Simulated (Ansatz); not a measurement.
# BaMg2SbAs: complex band structure, part 2 of 2

Wanted: the relaxed cell of BaMg2SbAs, its band edges and its decay constants. It is built by putting Sb for part of the As in the BaMg2As2 structure of space group P-3m1, with the volume rescaled by atomic radii. The parent structure comes from the Materials Project.

Ansatz 0.2.0; PBEsol DFT, plane waves, PAW files (the session's first sound run).

So far, gap on the k-mesh (eV): step 3 (band edges, PBEsol) 0.793; step 4 (complex bands, plane (001), PBEsol) 0.793; step 6 (PBE) 0.855.

The structure was built from a prototype and need not be the compound's stable phase.

**7. Complex bands at another level**

This step: PBE DFT, plane waves, PAW files; complex bands by layer matching along the plane's normal (Ansatz 0.2.0).

The complex bands at that level, over its own gap, at (0, 0) and (-0.5, 0).

input.yaml

```yaml
crystal:
  lattice:
    - [4.613205644, 0.0, 0.0]
    - [2.306602822, 3.99515328, 0.0]
    - [0.0, 0.0, 7.857744524]
  atoms:
    - { symbol: Ba, position: [0.0, 0.0, 0.986420623] }
    - { symbol: Mg, position: [0.3333333333, 0.3333333333, 0.3861598016] }
    - { symbol: Mg, position: [0.6666666667, 0.6666666667, 0.6318298997] }
    - { symbol: As, position: [0.3333333333, 0.3333333333, 0.7309184282] }
    - { symbol: Sb, position: [0.6666666667, 0.6666666667, 0.2646712476] }
kpoints:
  mp_grid: { grid: [6, 6, 4] }
scf:
  occupations: { method: fixed }
hamiltonian:
  xc: pbe
output:
  eigenvalues: true
  transmission:
    leads: [[0, 0]]
    kpoints: [[0.0, 0.0], [-0.5, 0.0]]
    e_range: [-1.0, 1.85]
    de: 0.07
```

Started as:

```sh
> ansatz run input.yaml --threads 2 --pin off --max-ram 4096MiB --backend cpu --events-out ev --progress --plain --runs-dir out
```

It took 23 s on 2 threads of Arm Neoverse V2, shared host; peak memory 0.54 GiB; 37 s of CPU time.

This step gave:

```yaml
level_to_which_the_leads_are_filled: 0.4274 eV from the Fermi level
decay_constant_at_the_filling_level_zone_centre: 0.09299 Å⁻¹
decay_constant_at_the_filling_level_slowest_listed_point: 0.093 Å⁻¹
```

K parallel (0, 0); values up to 1.5 1/Å, a degenerate pair printed once or twice; energies at which all values exceed this have no row. Table of Im kz of the slowest decaying states by energy, zero at the highest filled level on the SCF mesh:

```tsv
energy (eV)	decay 1 (Å⁻¹)	decay 2 (Å⁻¹)	decay 3 (Å⁻¹)	decay 4 (Å⁻¹)
-1.00	0.0867	0.852	0.899	-
-0.86	0.172	0.836	0.883	-
-0.72	0.187	0.820	0.867	-
-0.58	0.174	0.803	0.851	-
-0.44	0.131	0.786	0.834	-
-0.30	0.768	0.817	-	-
-0.16	0.0324	0.750	0.799	-
-0.02	0.0642	0.731	0.781	-
0.12	0.0800	0.148	0.711	0.762
0.26	0.0890	0.205	0.691	0.743
0.40	0.0930	0.240	0.669	0.723
0.54	0.0927	0.265	0.646	0.703
0.68	0.0877	0.282	0.622	0.681
0.82	0.0767	0.294	0.596	0.659
0.96	0.0547	0.302	0.567	0.636
1.10	0.307	0.535	0.612	-
1.24	0.310	0.497	0.587	-
1.38	0.310	0.449	0.560	-
1.52	0.284	0.308	0.434	0.532
1.66	0.193	0.304	0.486	0.502
1.80	0.182	0.298	0.469	0.498
```

K parallel (0, 0). The Re kz of states that move upwards by energy, zero at the highest filled level on the SCF mesh:

```tsv
energy (eV)	channel 1 (Å⁻¹)	channel 2 (Å⁻¹)	channel 3 (Å⁻¹)
-1.00	-0.190	-	-
-0.93	-0.177	-	-
-0.86	-0.165	-	-
-0.79	-0.153	-	-
-0.72	-0.140	-	-
-0.65	-0.128	-	-
-0.58	-0.115	-	-
-0.44	-0.0870	-	-
-0.37	-0.0714	-	-
-0.30	-0.331	-0.331	-0.0533
-0.23	-0.259	-0.259	-0.0281
-0.16	-0.202	-0.202	-
-0.09	-0.144	-0.144	-
-0.02	-0.0651	-0.0651	-
0.05	-	-	-
0.12	-	-	-
0.19	-	-	-
0.26	-	-	-
0.33	-	-	-
0.47	-	-	-
0.54	-	-	-
0.61	-	-	-
0.68	-	-	-
0.75	-	-	-
0.82	-	-	-
0.89	-	-	-
0.96	-	-	-
1.03	-	-	-
1.10	0.0369	-	-
1.17	0.0658	-	-
1.24	0.0900	-	-
1.38	0.143	-	-
1.45	0.184	-	-
1.52	0.292	-	-
1.59	-	-	-
1.66	-	-	-
1.73	-	-	-
1.80	-	-	-
```

K parallel (-0.5, 0); values up to 1.5 1/Å, a degenerate pair printed once or twice; energies at which all values exceed this have no row. Im kz of the slowest decaying states against energy, zero at the highest filled level on the SCF mesh:

```tsv
energy (eV)	decay 1 (Å⁻¹)	decay 2 (Å⁻¹)	decay 3 (Å⁻¹)	decay 4 (Å⁻¹)
-1.00	0.0545	0.293	0.659	1.26
-0.86	0.319	0.640	1.24	1.46
-0.72	0.340	0.621	1.22	1.45
-0.58	0.0683	0.358	0.601	1.20
-0.44	0.110	0.135	0.374	0.580
-0.30	0.135	0.195	0.387	0.559
-0.16	0.153	0.234	0.398	0.538
-0.02	0.166	0.262	0.404	0.520
0.12	0.176	0.283	0.402	0.507
0.26	0.184	0.300	0.387	0.504
0.40	0.190	0.313	0.357	0.513
0.54	0.194	0.312	0.323	0.531
0.68	0.199	0.246	0.331	0.561
0.82	0.117	0.207	0.337	0.620
0.96	0.224	0.340	0.707	1.29
1.10	0.0467	0.260	0.343	0.691
1.24	0.104	0.303	0.343	0.665
1.38	0.107	0.342	0.356	0.473
1.52	0.0961	0.340	0.388	0.856
1.66	0.0724	0.337	0.365	0.880
1.80	0.332	0.344	0.895	1.19
```

At the listed wavevectors the last open channel is at -0.02 eV and the next at +0.89 eV on the grid. At +0.40 eV, the grid energy nearest the filling level (the middle of the gap on the SCF mesh), the slowest state at the listed wavevectors decays with κ = 0.093 Å⁻¹, its amplitude falling by e over 11 Å; the first such run, plane (001), gave 0.0880 Å⁻¹ over as many of its listed wavevectors.

**8. The same cell, other settings**

This step: PBEsol DFT, plane waves, PAW files; complex bands by layer matching along the plane's normal; changed: output.transmission.e_range = [-80, 80], output.transmission.de = 5, scf.max_iter = 100 (Ansatz 0.2.0).

This run repeats an earlier one, its twin (the complex run, plane (001)), with three settings changed (output.transmission.e_range, output.transmission.de, scf.max_iter; files written aside). The setting was drawn as a possible misstep, on purpose. Where the input is shown as a difference, that is against the step before, not the twin.

input.yaml, as its differences from that of step 7:

```diff
@@ -15,4 +15,5 @@
   occupations: { method: fixed }
+  max_iter: 100
 hamiltonian:
-  xc: pbe
+  xc: pbesol
 output:
@@ -21,4 +22,4 @@
     leads: [[0, 0]]
-    kpoints: [[0.0, 0.0], [-0.5, 0.0]]
-    e_range: [-1.0, 1.85]
-    de: 0.07
+    kpoints: [[0.0, 0.0], [-0.5, 0.0], [0.5, 0.0]]
+    e_range: [-80, 80]
+    de: 5
```

The job ended after 0.17 s (2 threads; peak memory 0.092 GiB).

The program refused the input before any cycle.

The program's message: “Error: inconsistent input (output.transmission.e_range, basis.ecutwfc): energies over 52 eV from the Fermi level are not served at this cutoff: ask for nearer ones, or raise it”

The change that led to it: output.transmission.e_range = [-80, 80] and output.transmission.de = 5.

**9. What came out**

| Property | Result |
| --- | --- |
| band gap | 0.793 eV |
| least decay constant at mid-gap, normal to (001) | 0.088 Å⁻¹ |
| least decay constant at mid-gap, normal to (100) | 0.0865 Å⁻¹ |
| least decay constant, PBE | 0.093 Å⁻¹ |

With PBEsol, the slowest decay at the wavevectors tried is κ = 0.0865 Å⁻¹, normal to (100). Through such a film the transmission near mid-gap falls as exp(−2κd), a factor of ten every 13 Å. The directions tried decay at nearly the same rate. A free electron under a barrier of half the gap would need a mass of 0.072 mₑ to decay at this rate. With PBE the gap goes from 0.793 to 0.855 eV and the decay constant, over the first 2 listed wavevectors, from 0.0880 to 0.093 Å⁻¹. The compound is made up by substitution; its stability against other phases and against distortions of the cell's symmetry was not tested. A semilocal functional narrows gaps, while spin-orbit coupling, left out here, narrows them in compounds of heavy elements, so the error in κ can go either way.

[Logs are printed without paths, hosts, clocks, repeated set-up lines and the standing remarks that a program may print on its own settings, such as how far it seeks lower states.]

[Hosts, paths, dates, database ids (printed as entryN), source tags and the programs' standing remarks are cut or masked in the printed files.]
